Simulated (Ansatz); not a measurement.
# Rb2Pt (built on the sites of a database entry of Li2Pd): following an unstable mode, part 3 of 3

Wanted: the energy along a soft mode of Rb2Pt (built on the sites of a database entry of Li2Pd) and the structure at the end.

Ansatz 0.2.0; DFT LDA, scalar-relativistic, plane waves, norm-conserving pseudopotentials.

So far. Step 5 (Energy along the mode, all amplitudes (two of the runs …): The lowest of the steps tried is at 0.32 Å, 26.6 meV/atom below the parent; the bottom of the well need not coincide with a step. Step 7 (The new phase in its own primitive cell): The largest force component left is 0.46 meV/Å and the pressure is 0.001 GPa, within the tolerances set. The cell now holds 29.19 Å³/atom. The relaxed cell has a, b, c = 5.506, 6.843, 9.298 Å (conventional setting).

The structure was built from a prototype and need not be the compound's stable phase.

## (8) Modes of the new phase, k-mesh 8×8×8

A relaxed structure may still be a saddle point, so its zone-centre modes are computed. No field response is asked, since the mesh shows no gap.

Contents of input.yaml:

```yaml
crystal:
  lattice:
    - [-2.7529179041, 3.4214253575, 4.6492149564]
    - [2.7529179041, -3.4214253575, 4.6492149564]
    - [2.7529179041, 3.4214253575, -4.6492149564]
  atoms:
    - { symbol: Rb, position: [0.3354038833, 0.3354038833, 0.0] }
    - { symbol: Rb, position: [0.8255918716, 0.3255918716, 0.5] }
    - { symbol: Rb, position: [0.1744081284, 0.6744081284, 0.5] }
    - { symbol: Rb, position: [0.6645961167, 0.6645961167, 0.0] }
    - { symbol: Pt, position: [0.1891311513, 0.0, 0.1891311513] }
    - { symbol: Pt, position: [0.8108688487, 0.0, 0.8108688487] }
kpoints:
  mp_grid: { grid: [8, 8, 8] }
hamiltonian:
  xc: lda
  pseudopotentials: { kind: nc }
scf:
  occupations: { method: methfessel_paxton, width: 0.2 }
output:
  eigenvalues: true
phonons:
  method: dfpt
```

Run with:

```sh
$ ansatz run input.yaml --threads 8 --pin off --max-ram 14336MiB --backend cpu --events-out ev --progress --plain --runs-dir out
```

What it wrote:

```text
zone centre: on kpoints.mp_grid the ground state, and the responses unless they are solved on pairs of k-points, stand on 150 of the mesh's 512 k-points, reduced under 2 symmetry operations, with k and −k counted as one. Each operation leaves every solved displacement unchanged or reverses it
Engine: ansatz 0.2.0, aarch64-unknown-linux-gnu
Pseudopotentials: kind: nc
Pseudopotential: Rb, nc, valence charge 9, recommended cutoff 571.439111 eV (normal), Rb.nc.azcp (PseudoDojo's, or run here from an input of PseudoDojo's: the run reads no file of this project's for it)
Pseudopotential: Pt, nc, valence charge 18, recommended cutoff 1142.878222 eV (normal), Pt.nc.azcp (PseudoDojo's, or run here from an input of PseudoDojo's: the run reads no file of this project's for it)
Functional definition: SPW92
  exchange = slater_x
  correlation = pw_c
Crystal: 6 atoms, lattice volume = 175.162 Å³
Basis set: ecut = 1142.878222 eV, 15341 PW (Γ), exchange–correlation on 144×144×144 points (8 copies of the dense FFT grid, shifted against one another)
Bands: 44, of which v1, the nominal top of the filled ones, is band 36 counted from 1 (35 counted from 0)
Symmetry: 8 space group operations
k-points: 150 of 512 (irreducible under 2 space group operations, time reversal used)
Non-local potential: Rb, projectors of the file, l = 0: 2, l = 1: 2, l = 2: 2
Non-local potential: Pt, projectors of the file, l = 0: 2, l = 1: 2, l = 2: 2, l = 3: 2
Initial density: superposition of atomic densities (chi_scale 0.1, normalization cell, long waves kept (reshape's long-wave potential 0.00 eV rms))
Initial wavefunctions: pseudopotential atomic-orbital guess
Functional: x = slater, c = lda
SCF iter   1: F=—  HF=-10083.568523 eV  |F-HF|=—  |Δ(HF+E_count)|=         —  Δρ=2.39e-1  dr2=2.33e2  ethr=3.10e-3  ⟨swp⟩=13.1  Hψ=38232  notcnv=0
preconditioner: auto → Kerker (q_TF=auto, 2.353 Å⁻¹)  [metal: Δε(μ)=0.002 eV  Ē_g=9.744 eV  σ=0.200 eV  W_gap=0.01  n_scr=46 (ndim 8)  ℏωp=19.4 eV  f_vac=0.000  D(μ)=9.83/eV (n_scr^D=88)]
SCF iter   2: F=—  HF=-10067.650149 eV  |F-HF|=—  |Δ(HF+E_count)|=    1.59e1  S|Δr|=    0.00e0  Δρ=1.03e-1  dr2=2.54e1  ethr=3.10e-3  ⟨swp⟩=5.7  Hψ=23672  notcnv=0  defer=172
SCF iter   3: F=—  HF=-10062.318087 eV  |F-HF|=—  |Δ(HF+E_count)|=    5.33e0  S|Δr|=    0.00e0  Δρ=3.56e-2  dr2=3.33e0  ethr=3.10e-3  ⟨swp⟩=3.2  Hψ=14523  notcnv=0  defer=402
SCF iter   4: F=—  HF=-10061.683273 eV  |F-HF|=—  |Δ(HF+E_count)|=   6.35e-1  S|Δr|=    0.00e0  Δρ=7.05e-3  dr2=8.37e-2  ethr=3.10e-3  ⟨swp⟩=2.1  Hψ=10342  notcnv=0  defer=394
SCF iter   5: F=—  HF=-10061.675781 eV  |F-HF|=—  |Δ(HF+E_count)|=   7.49e-3  S|Δr|=    0.00e0  Δρ=5.39e-3  dr2=4.32e-2  ethr=1.16e-4  ⟨swp⟩=2.1  Hψ=11533  notcnv=0  defer=385
SCF iter   6: F=—  HF=-10061.668044 eV  |F-HF|=—  |Δ(HF+E_count)|=   7.74e-3  S|Δr|=    0.00e0  Δρ=1.83e-3  dr2=4.87e-3  ethr=6.00e-5  ⟨swp⟩=1.8  Hψ=6486  notcnv=0  defer=385
SCF iter   7: F=—  HF=-10061.667039 eV  |F-HF|=—  |Δ(HF+E_count)|=   1.00e-3  S|Δr|=    0.00e0  Δρ=3.38e-4  dr2=3.69e-4  ethr=6.77e-6  ⟨swp⟩=2.0  Hψ=7856  notcnv=0  defer=385
SCF iter   8: F=—  HF=-10061.666965 eV  |F-HF|=—  |Δ(HF+E_count)|=   7.42e-5  S|Δr|=    0.00e0  Δρ=1.44e-4  dr2=9.59e-5  ethr=5.13e-7  ⟨swp⟩=2.1  Hψ=11098  notcnv=0  defer=385
SCF iter   9: F=—  HF=-10061.666949 eV  |F-HF|=—  |Δ(HF+E_count)|=   1.60e-5  S|Δr|=    0.00e0  Δρ=7.05e-5  dr2=1.40e-5  ethr=1.33e-7  ⟨swp⟩=2.0  Hψ=7982  notcnv=0  defer=385
SCF iter  10: F=—  HF=-10061.666941 eV  |F-HF|=—  |Δ(HF+E_count)|=   7.62e-6  S|Δr|=    0.00e0  Δρ=3.96e-5  dr2=6.73e-6  ethr=1.95e-8  ⟨swp⟩=2.2  Hψ=8819  notcnv=0  defer=385
SCF iter  11: F=—  HF=-10061.667367 eV  |F-HF|=—  |Δ(HF+E_count)|=   4.26e-4  S|Δr|=    0.00e0  Δρ=6.45e-6  dr2=5.00e-8  ethr=9.34e-9  ⟨swp⟩=2.0  Hψ=8232  notcnv=0  defer=386
SCF iter  12: F=—  HF=-10061.667367 eV  |F-HF|=—  |Δ(HF+E_count)|=   2.01e-8  S|Δr|=    0.00e0  Δρ=3.34e-6  dr2=1.32e-8  ethr=6.95e-11  ⟨swp⟩=2.4  Hψ=11837  notcnv=0  defer=386
SCF iter  13: F=—  HF=-10061.667367 eV  |F-HF|=—  |Δ(HF+E_count)|=   2.26e-9  S|Δr|=    0.00e0  Δρ=7.41e-7  dr2=6.12e-10  ethr=1.83e-11  ⟨swp⟩=2.0  Hψ=11300  notcnv=0  defer=386
SCF iter  14: F=—  HF=-10061.667367 eV  |F-HF|=—  |Δ(HF+E_count)|=  1.06e-10  S|Δr|=    0.00e0  Δρ=1.39e-7  dr2=7.77e-11  ethr=1.00e-12  ⟨swp⟩=2.0  Hψ=11636  notcnv=0  defer=386
SCF iter  15: F=-10061.667367 eV  HF=-10061.667367 eV  |F-HF|=5.46e-12  |Δ(HF+E_count)|=  1.09e-11  S|Δr|=    0.00e0  Δρ=3.44e-8  dr2=2.21e-12  ethr=1.00e-12  ⟨swp⟩=18.4  Hψ=43195  notcnv=0
SCF 1 converged in 15 iterations: F = -10061.667367 eV  dr2 = 2.21e-12
DFPT response loops at Γ: preconditioner auto → Kerker (q_TF=auto, 2.353 Å⁻¹) (partly filled bands, converged f_vac=0.000); β = 1.00, the filter's whole step (`scf.mixing.beta` (0.50) is not read by the response loops under this deck's `scf.mixing.preconditioner`; to damp them name `kerker` or `kerker_dos`, under which they read `scf.mixing.beta`, and type it under 1.00, their step now; both keys bind the ground state too); Broyden in place of MSR1
the response loops of the zone centre start from zero, take more passes and end by a threshold: the memory limit or budget leaves too little room for the subspace of the ground state's own states beside the solves, or none could be made (phonons.method)
```

Elapsed: 20 min, on 8 threads of Arm Neoverse V2, shared host; peak memory 11 GiB.

The run was cut off at the time limit after its SCF cycle had converged; no result of it is taken.

## (9) Summary of results

| Item | Value |
| --- | --- |
| unstable mode of the parent | q = (0, -0.5, -0.5), 70i cm⁻¹ |
| depth at the lowest point sampled | 26.6 meV/atom |
| largest atomic shift at that point | 0.32 Å |
| space group reached (within 0.01 Å) | Immm |
| energy gained over the parent (first relaxation, on the mesh of the frozen mode) | 43.2 meV/atom |
| volume per atom, phase reached | 29.2 Å³ |

In words: Along this mode the structure falls into Immm, 43.2 meV/atom below the parent. At the parent's cell the well is 26.56 meV/atom deep on the steps tried, with its lowest point at a shift of 0.32 Å. Relaxing atoms and cell changes the gain by +16.59 meV/atom against the lowest step (energies at zero smearing). The modes of the phase reached were not computed on this path. Of the 2 patterns followed to their end from this parent, this one reaches the lowest energy. Each path keeps the symmetry of its pattern, so a lower phase may lie along a pattern not tried. The q mesh stands for a supercell only 6.4 Å across, so branches between the solved wavevectors are rough. With no gap, or one that is small against the smearing, the frequencies hang on the k mesh and the smearing, most of all near Kohn anomalies. Spin-orbit coupling is left out, which can matter for the heavy elements here. The starting cell was built on a prototype and not taken from a measurement, so the phase need not exist.

[Logs are printed without paths, hosts, clocks, repeated set-up lines and the standing remarks that a program may print on its own settings, such as how far it seeks lower states.]

[Hosts, paths, dates, database ids (printed as entryN), source tags and the programs' standing remarks are cut or masked in the printed files.]
